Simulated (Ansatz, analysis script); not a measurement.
# NiI2: exchange from constrained states

Aim: the energy that it costs to turn one moment of NiI2 against the others.

Calculated with Ansatz 0.2.0; LDA with U = 6 eV on Ni d (ortho-atomic projectors), PAW set soft_1 (files made for PBE).

The database entry behind the starting cell differs from later determinations by our own check (an axis about 0.9 % short against later determinations), so it need not match the best structure at ambient conditions.

**1. The structure**

Symmetry: R-3m, No. 166, trigonal system. The conventional cell has a = 3.892 Å, b = 3.892 Å, c = 19.634 Å, α = 90.00°, β = 90.00°, γ = 120.00°. Nearest to Ni lie 6 I at 2.78 Å. I has 3 Ni at 2.78 Å nearest. Farther neighbours and most contacts between anions are not listed.

The cell of this run holds 6 atoms, 2 of them with a starting moment; values «a cell» refer to the cell of the run in question.

**2. Starting state**

A collinear run comes first: it shows whether moments survive, and how large they are.

input.yaml

```yaml
crystal:
  lattice:
    - [1.946, 1.1235236238, 6.5446666667]
    - [-1.946, 1.1235236238, 6.5446666667]
    - [0.0, -4.4940944954, 13.0893333334]
  atoms:
    - { symbol: Ni, position: [0.0, 0.0, 0.0], spin: 2.0 }
    - { symbol: Ni, position: [0.0, 0.0, 0.5], spin: -2.0 }
    - { symbol: I, position: [0.25, 0.25, 0.125] }
    - { symbol: I, position: [0.25, 0.25, 0.625] }
    - { symbol: I, position: [0.75, 0.75, 0.375] }
    - { symbol: I, position: [0.75, 0.75, 0.875] }
magnetization:
  spin_polarized: true
kpoints:
  mp_grid: { grid: [6, 6, 4] }
hamiltonian:
  xc: lda
  hubbard:
    projectors: ortho-atomic
    sites: [{ species: Ni, l: d, u_eff: 6.0 }]
  pseudopotentials: { kind: paw, azcp: { folder: soft_1 }, xc_functional: pbe }
scf:
  occupations: { method: fermi_dirac, width: 0.05 }
  max_iter: 120
  convergence: { dr2_threshold: 1.0e-08 }
output:
  write_density: true
  write_potential: true
  elf: true
  volumetric_format: npy
```

The run is started by

```console
$ ansatz run input.yaml --threads 4 --pin off --max-ram 8192MiB --backend cpu --events-out ev --progress --plain --runs-dir out
```

Numbers of over 12 decimals in the logs are rounded to 6 here.

The program printed:

```text
Engine: ansatz 0.2.0, aarch64-unknown-linux-gnu
Pseudopotentials: kind: paw
Pseudopotential: Ni, paw, valence charge 18, recommended cutoff 420 eV (normal), soft_1/Ni.paw.azcp
Pseudopotential: I, paw, valence charge 17, recommended cutoff 420 eV (normal), soft_1/I.paw.azcp
Functional definition: SPW92
  exchange = slater_x
  correlation = pw_c
Crystal: 6 atoms, lattice volume = 171.709 Å³
Basis set: ecut = 420 eV, 3379 PW (Γ)
Bands: 65, of which v1, the nominal top of the filled ones, is band 52 counted from 1 (51 counted from 0)
Symmetry: 4 space group operations
Space group: C2/m (ITA 12), of the structure as read, at distance tolerance 5.6e-5 Å
Magnetic group: BNS 12.63 (UNI 70), of the structure as read, at distance tolerance 5.6e-5 Å
k-points: 47 of 144
Non-local potential: Ni, projectors of the file, l = 0: 3, l = 1: 2, l = 2: 3, l = 3: 1
Non-local potential: I, projectors of the file, l = 0: 2, l = 1: 2, l = 2: 2, l = 3: 1
PAW form: soft (Blöchl's): semilocal exchange-correlation on the pseudo side does not see the compensation charge
PAW frozen core: Ni, regenerated for the run's functional, and the local potential with it (the file was generated under x = pbe(κ = 0.804, μ = 0.219515), c = pbe(β = 0.066725))
PAW frozen core: I, regenerated for the run's functional, and the local potential with it (the file was generated under x = pbe(κ = 0.804, μ = 0.219515), c = pbe(β = 0.066725))
PAW one-centre angular grid: Ni, 590 points (default); XC on 64 Gauss nodes
PAW one-centre angular grid: I, 590 points (default); XC on 64 Gauss nodes
Initial density: superposition of atomic densities (chi_scale 0.1, normalization cell, long waves kept (reshape's long-wave potential 0.11 eV rms))
Starting moments: Σ|m| = 4 μB on 2 of 6 sites
Starting magnetic order: antiferromagnet; a translation exchanges its spin sublattices: spin-degenerate at every k-point
Initial wavefunctions: pseudopotential atomic-orbital guess
Functional: x = slater, c = lda
SCF iter   1: F=—  HF=-40979.495328 eV  |F-HF|=—  |Δ(HF+E_count)|=         —  Δρ=1.46e-1 (↑1.46e-1 ↓1.46e-1)  dr2=9.71e1  dr2_m=1.41e1  M=0.000 μB ∫|m|=0.473 μB  β_m=0.30  ethr=3.10e-3  ⟨swp⟩=7.4  Hψ=12540  notcnv=0  defer=79
preconditioner: auto → Kerker (q_TF=auto, 2.510 Å⁻¹)  [metal: Δε(μ)=0.005 eV  Ē_g=11.478 eV  σ=0.050 eV  W_gap=0.03  n_scr=50 (ndim 8)  ℏωp=19.6 eV  f_vac=0.045  D(μ)=5.84/eV (n_scr^D=50)]
spin=Collinear: Kerker preconditioning applied to the charge; magnetization (m = ρ↑ − ρ↓) channel mixes plain (no charge-response kernel on spin).
SCF iter   2: F=—  HF=-40968.184456 eV  |F-HF|=—  |Δ(HF+E_count)|=    1.13e1  Δρ=5.03e-2 (↑5.03e-2 ↓5.03e-2)  dr2=1.64e1  dr2_m=2.92e0  M=0.000 μB ∫|m|=1.611 μB  β_m=0.30  ethr=3.10e-3  ⟨swp⟩=3.8  Hψ=7852  notcnv=0  defer=232
SCF iter   3: F=—  HF=-40966.250832 eV  |F-HF|=—  |Δ(HF+E_count)|=    1.93e0  Δρ=2.67e-2 (↑2.67e-2 ↓2.67e-2)  dr2=5.54e0  dr2_m=6.27e-1  M=0.000 μB ∫|m|=2.120 μB  β_m=0.30  ethr=3.10e-3  ⟨swp⟩=3.0  Hψ=4210  notcnv=0  defer=239
SCF iter   4: F=—  HF=-40965.639407 eV  |F-HF|=—  |Δ(HF+E_count)|=   6.11e-1  Δρ=1.87e-2 (↑1.87e-2 ↓1.87e-2)  dr2=1.09e0  dr2_m=2.41e-1  M=0.000 μB ∫|m|=2.995 μB  β_m=1.00  ethr=3.10e-3  ⟨swp⟩=3.2  Hψ=6462  notcnv=0  defer=252
SCF iter   5: F=—  HF=-40966.189517 eV  |F-HF|=—  |Δ(HF+E_count)|=   5.50e-1  Δρ=8.79e-3 (↑8.79e-3 ↓8.79e-3)  dr2=4.71e-1  dr2_m=2.53e-2  M=0.000 μB ∫|m|=3.201 μB  β_m=1.00  ethr=1.05e-3  ⟨swp⟩=2.1  Hψ=3743  notcnv=0  defer=254
SCF iter   6: F=—  HF=-40966.463123 eV  |F-HF|=—  |Δ(HF+E_count)|=   2.74e-1  Δρ=2.55e-2 (↑2.55e-2 ↓2.55e-2)  dr2=2.96e0  dr2_m=2.63e-1  M=0.000 μB ∫|m|=2.785 μB  β_m=0.30  ethr=4.53e-4  ⟨swp⟩=3.5  Hψ=6464  notcnv=0  defer=250
SCF iter   7: F=—  HF=-40966.462558 eV  |F-HF|=—  |Δ(HF+E_count)|=   5.66e-4  Δρ=1.09e-2 (↑1.09e-2 ↓1.09e-2)  dr2=3.29e-1  dr2_m=1.41e-1  M=0.000 μB ∫|m|=3.345 μB  β_m=1.00  ethr=4.53e-4  ⟨swp⟩=3.3  Hψ=4655  notcnv=0  defer=252
SCF iter   8: F=—  HF=-40966.678267 eV  |F-HF|=—  |Δ(HF+E_count)|=   2.16e-1  Δρ=3.47e-3 (↑3.47e-3 ↓3.47e-3)  dr2=2.59e-2  dr2_m=8.12e-3  M=0.000 μB ∫|m|=3.274 μB  β_m=0.30  ethr=3.16e-4  ⟨swp⟩=3.0  Hψ=4839  notcnv=0  defer=254
SCF iter   9: F=—  HF=-40966.817790 eV  |F-HF|=—  |Δ(HF+E_count)|=   1.40e-1  Δρ=3.08e-3 (↑3.08e-3 ↓3.08e-3)  dr2=4.28e-2  dr2_m=7.02e-3  M=0.000 μB ∫|m|=3.362 μB  β_m=1.00  ethr=2.49e-5  ⟨swp⟩=2.0  Hψ=5707  notcnv=0  defer=254
SCF iter  10: F=—  HF=-40966.920532 eV  |F-HF|=—  |Δ(HF+E_count)|=   1.03e-1  Δρ=7.70e-3 (↑7.70e-3 ↓7.70e-3)  dr2=2.95e-1  dr2_m=2.58e-2  M=0.000 μB ∫|m|=3.452 μB  β_m=1.00  ethr=2.49e-5  ⟨swp⟩=2.0  Hψ=2945  notcnv=0  defer=254
[...]
spin-set hold released at iteration 21 (site moments' squared step at or under half its running peak, from the soft ceiling on): the magnetisation degrees of freedom join the quasi-Newton model from the next iteration; the mixer history was flushed
[...]
SCF iter  28: F=—  HF=-40967.074714 eV  |F-HF|=—  |Δ(HF+E_count)|=   3.22e-5  Δρ=3.07e-5 (↑3.07e-5 ↓3.07e-5)  dr2=1.84e-6  dr2_m=8.96e-7  M=0.000 μB ∫|m|=3.519 μB  β_m=0.97  ethr=2.13e-9  ⟨swp⟩=3.0  Hψ=5541  notcnv=0  defer=251
SCF iter  29: F=—  HF=-40967.074728 eV  |F-HF|=—  |Δ(HF+E_count)|=   1.34e-5  Δρ=4.15e-5 (↑4.15e-5 ↓4.15e-5)  dr2=7.74e-6  dr2_m=8.74e-7  M=0.000 μB ∫|m|=3.519 μB  β_m=0.99  ethr=1.77e-9  ⟨swp⟩=2.6  Hψ=5409  notcnv=0  defer=251
SCF iter  30: F=—  HF=-40967.074729 eV  |F-HF|=—  |Δ(HF+E_count)|=   1.88e-6  Δρ=2.17e-5 (↑2.17e-5 ↓2.17e-5)  dr2=2.04e-6  dr2_m=1.97e-7  M=0.000 μB ∫|m|=3.520 μB  β_m=0.99  ethr=1.77e-9  ⟨swp⟩=2.3  Hψ=5353  notcnv=0  defer=251
SCF iter  31: F=—  HF=-40967.074729 eV  |F-HF|=—  |Δ(HF+E_count)|=   3.87e-8  Δρ=1.27e-5 (↑1.27e-5 ↓1.27e-5)  dr2=6.94e-7  dr2_m=8.87e-8  M=0.000 μB ∫|m|=3.520 μB  β_m=1.00  ethr=1.77e-9  ⟨swp⟩=1.1  Hψ=2811  notcnv=0  defer=251
SCF iter  32: F=-40967.074729 eV  HF=-40967.074729 eV  |F-HF|=2.24e-9  |Δ(HF+E_count)|=   5.32e-8  Δρ=8.00e-7 (↑8.00e-7 ↓8.00e-7)  dr2=2.40e-9  dr2_m=2.98e-10  M=0.000 μB ∫|m|=3.520 μB  ethr=9.62e-12  ⟨swp⟩=13.5  Hψ=15712  notcnv=0
SCF 1 converged in 32 iterations: F = -40967.074729 eV  dr2 = 2.40e-9
  greatest PAW one-centre occupation: 1.002 electrons in one spin orbital (limit 2), on the Ni atom at site 1 (counted from 0), in its partial waves of l = 1
Symmetry: 2 space group operations
k-points: 76 of 144
Initial density: read from a saved state, or passed on in memory by an earlier SCF of this step, an earlier step, the calling program or the single point that the run made first
Starting moments: Σ|m| = 4 μB on 2 of 6 sites; this step starts from the density that it was given
Initial wavefunctions: those read from a saved state, or passed on in memory by an earlier step or the calling program
the translation (0, 0, 0.5) carries every atom to within crystal.symmetry.tolerance of an atom of its element with the starting moment reversed, but both spin channels are solved: the run starts from a saved state that isn't shown to keep it, or this solve from the single point that its walk made first
iter 1 solved again at ethr=2.26e-12 eV; its pass at ethr=9.62e-7 eV (dr2=2.35e-9 eV) is discarded
SCF iter   1: F=—  HF=-40967.074729 eV  |F-HF|=—  |Δ(HF+E_count)|=         —  Δρ=7.96e-7 (↑7.96e-7 ↓7.96e-7)  dr2=2.35e-9  dr2_m=3.00e-10  M=0.000 μB ∫|m|=3.520 μB  ethr=2.26e-12  ⟨swp⟩=1.0  Hψ=38306  notcnv=0
preconditioner: auto → Resta (q_TF=auto, 2.510 Å⁻¹)  ε∞=4.6  [insulator: Δε(μ)=0.806 eV  Ē_g=10.414 eV  σ=0.050 eV  W_gap=1.00  n_scr=50 (ndim 8)  ℏωp=19.6 eV  f_vac=0.054  D(μ)=0.00/eV (n_scr^D=0)  ε∞_Penn≈4.6]
spin=Collinear: Resta preconditioning applied to the charge; magnetization (m = ρ↑ − ρ↓) channel mixes plain (no charge-response kernel on spin).
SCF iter   2: F=—  HF=-40967.073833 eV  |F-HF|=—  |Δ(HF+E_count)|=   8.97e-4  Δρ=4.08e-3 (↑4.08e-3 ↓4.08e-3)  dr2=8.35e-2  dr2_m=7.42e-3  M=0.000 μB ∫|m|=3.480 μB  ethr=9.62e-7  ⟨swp⟩=1.0  Hψ=38186  notcnv=0
SCF iter   3: F=—  HF=-40967.074993 eV  |F-HF|=—  |Δ(HF+E_count)|=   1.16e-3  Δρ=2.89e-4 (↑2.89e-4 ↓2.89e-4)  dr2=1.87e-3  dr2_m=2.24e-5  M=0.000 μB ∫|m|=3.514 μB  ethr=9.62e-7  ⟨swp⟩=1.0  Hψ=29508  notcnv=0
SCF iter   4: F=—  HF=-40967.074726 eV  |F-HF|=—  |Δ(HF+E_count)|=   2.67e-4  Δρ=3.98e-5 (↑3.98e-5 ↓3.98e-5)  dr2=5.76e-6  dr2_m=1.30e-7  M=0.000 μB ∫|m|=3.520 μB  ethr=9.62e-7  ⟨swp⟩=1.0  Hψ=20368  notcnv=0
SCF converged after 32 iterations
Magnetization: 0.0000 μB (52.0000 up, 52.0000 down)
Absolute magnetization: 3.4918 μB (∫|ρ↑−ρ↓|, with the PAW one-centre terms)
Spin contamination: 1.9568 ħ² per cell (⟨S²⟩ above its minimum at these occupations)
Per-site moments (μB) at R_I (Å): [(1.405504, 1.146591), (-1.405504, 1.146591), (0.061648, 1.146591), (-0.061648, 1.146591), (-0.061648, 1.146591), (0.061648, 1.146591)]
Free energy (F): -40967.074729 eV
Harris-Foulkes:  -40967.074729 eV  (|F-HF|=2.24e-9)
Internal energy: -40967.074661 eV  (E = F + TS)
E sigma→0 (E₀):  -40967.074695 eV
Entropy (-TS):   -0.000069 eV (-0.011 meV/atom)
Fermi energy:    8.303920 eV
--- Per-component energies (eV) ---
  E_band       = -2358.520484
  E_kinetic    = 1307.530411
  E_local      = -17371.762073  (includes V_loc(G=0)·N_el)
  E_nonlocal   = 268.680590
  E_hartree    = 8369.306858
  E_xc         = -648.795433
  E_vxc        = -728.872748  (∫ρ·V_xc dr)
  E_hubbard    = 2.901731  (on-site DFT+U / exact-exchange correction)
  E_vhub       = -45.923484  (the Hubbard potential's part of the band-sum identity)
  E_paw        = -21691.573613  (= ΣΔE_a)
  E_vpaw       = -2526.786857  (= ΣTr[D̂ρ^β])
  E_aug_tail   = -0.008004  (compensation charges beyond the density's cutoff)
  E_ewald      = -11207.348134
  E_core_change = 3.993005  (= ΣΔE_core)
  E_smearing   = -0.000069  (= −TS)
  E_closure    = -0.000000  (closes the sum)
  Σ components = -40967.074729   (vs F -40967.074729, Δ=0.00e0)
--- Band table (eV; the first three rows and the last of 94) ---
  k-point 0 ↑: bands = [... 48 lower, 7.5571, 7.5941, 7.7347, 7.7386, 9.0722, 9.1541, 11.3726, 11.5552, ... 9 higher]
  k-point 1 ↑: bands = [... 48 lower, 7.0405, 7.4591, 7.4940, 7.6406, 9.0123, 9.0376, 11.5930, 12.2465, ... 9 higher]
  k-point 2 ↑: bands = [... 48 lower, 6.9998, 7.0556, 7.4341, 7.5834, 8.9707, 9.0081, 12.1065, 12.2235, ... 9 higher]
  k-point 46 ↓: bands = [... 48 lower, 6.7352, 6.8433, 6.8969, 7.9360, 8.8639, 9.2439, 11.7379, 11.8584, ... 9 higher]
Occupation matrices written to <dir>
```

Run time: 89 s. Hardware: 4 threads of Arm Neoverse V2, shared host; peak memory 4.1 GiB; 5.9 min of CPU time.

Spin moment in the atom's sphere by atom:

```
atom  spin moment in the atom's sphere (μB)
 Ni1                                   1.41
 Ni2                                  -1.41
  I3                                   0.06
  I4                                  -0.06
  I5                                  -0.06
  I6                                   0.06
```

Tables count atoms from 1; parts of the log count from 0.

The run ends antiferromagnetic, with a net moment of 0 μB a cell. Only this order was typed.

Spin density in the ac plane at fractional y = 0.000, with atoms of Ni within 0.2 Å of it.

Ten even steps from '_' (-3.5 e/Å³) to '@' (3.5 e/Å³), each cell a mean:
```
%%%%**++++==++++++++++++++++======++++
++++++++++++==++++++++++++++========++
==++++++++++====++++++++++++++++======
====++++++++======++++++++++++++++====
====++++============++++++++++++++++==
========++++========++++++==++++++++++
++================++++++++++====++++++
++++================++++++++++++==++++
++++++================++++==========++
++++++++================++============
==++++++++++==============++======----
__======++==================++====--__
....--====++================++++++====
============++==============++++++++==
++==========++++================++++++
++++========++++++================++++
++++====++++++++++++================++
++++++++====++++++++======++==========
==++++++++++++++++==========++++======
====++++++++++++++++============++====
======++++++++++++++++====++++++++++==
========++++++++++++++++==++++++++++++
++==========++++++++++++++==++++++****
@@++++++==++++++++++++++++++==++++**@@
```
Columns run along a (6.9 Å), rows up along c (13.8 Å). Atoms in or near the plane, at fractional coordinates: Ni at (0.00, 0.00), Ni at (0.00, 0.50).

Valence density in the ac plane at fractional y = 0.000, with atoms of Ni within 0.2 Å of it. It is the smooth field of the valence electrons, not physical close to the nuclei.

Ten steps, logarithmic in the rise over the least value, from '0' (0 e/Å³) to '9' (39 e/Å³), each cell a mean:
```
9962000000000000025
2564100111000000000
0112110111111000000
0000000011222100000
0011100000122211000
0011111000011221100
0001122110000111100
0000112221000001100
0000001222110011100
0000000011111012321
3100000000111012576
9620000000000000379
9962000000000000025
2564100111000000000
0112110111111000000
0000000011222100000
0011100000122211000
0011111000011221100
0001122110000111100
0000112221000001100
0000001222110011100
0000000011111012321
3100000000111012576
9620000000000000379
```
Columns run along a (6.9 Å), rows up along c (13.8 Å). Atoms in or near the plane, at fractional coordinates: Ni at (0.00, 0.00), Ni at (0.00, 0.50).

ELF in the ac plane at fractional y = 0.000, with atoms of Ni within 0.2 Å of it. It is the smooth field of the valence electrons, not physical close to the nuclei.

Ten even steps from '0' (0.03) to '9' (0.92), each cell a mean:
```
8941136664101111114
1342125777752000001
2111112677777510001
4543111367667773002
4677652125666677400
1577776421367667751
1157766663114677774
3014776666521246776
3100367766762111234
1100014777776211111
2100000146777411364
8411122201245421159
8941136664101111114
1342125777752000001
2111112677777510001
4543111367667773002
4677652125666677400
1577776421367667751
1157766663114677774
3014776666521246776
3100367766762111234
1100014777776211111
2100000146777411364
8411122201245421159
```
Columns run along a (6.9 Å), rows up along c (13.8 Å). Atoms in or near the plane, at fractional coordinates: Ni at (0.00, 0.00), Ni at (0.00, 0.50).

(Continued in part 2 of 2.)

[Logs and program files are shortened in this print: banners, set-up blocks, solver, clock and traceback lines can be left out without a mark of their own.]

[Logs are printed without paths, hosts, clocks, repeated set-up lines and the standing remarks that a program may print on its own settings, such as how far it seeks lower states.]

[Hosts, paths, dates, database ids (printed as entryN), source tags and the programs' standing remarks are cut or masked in the printed files.]
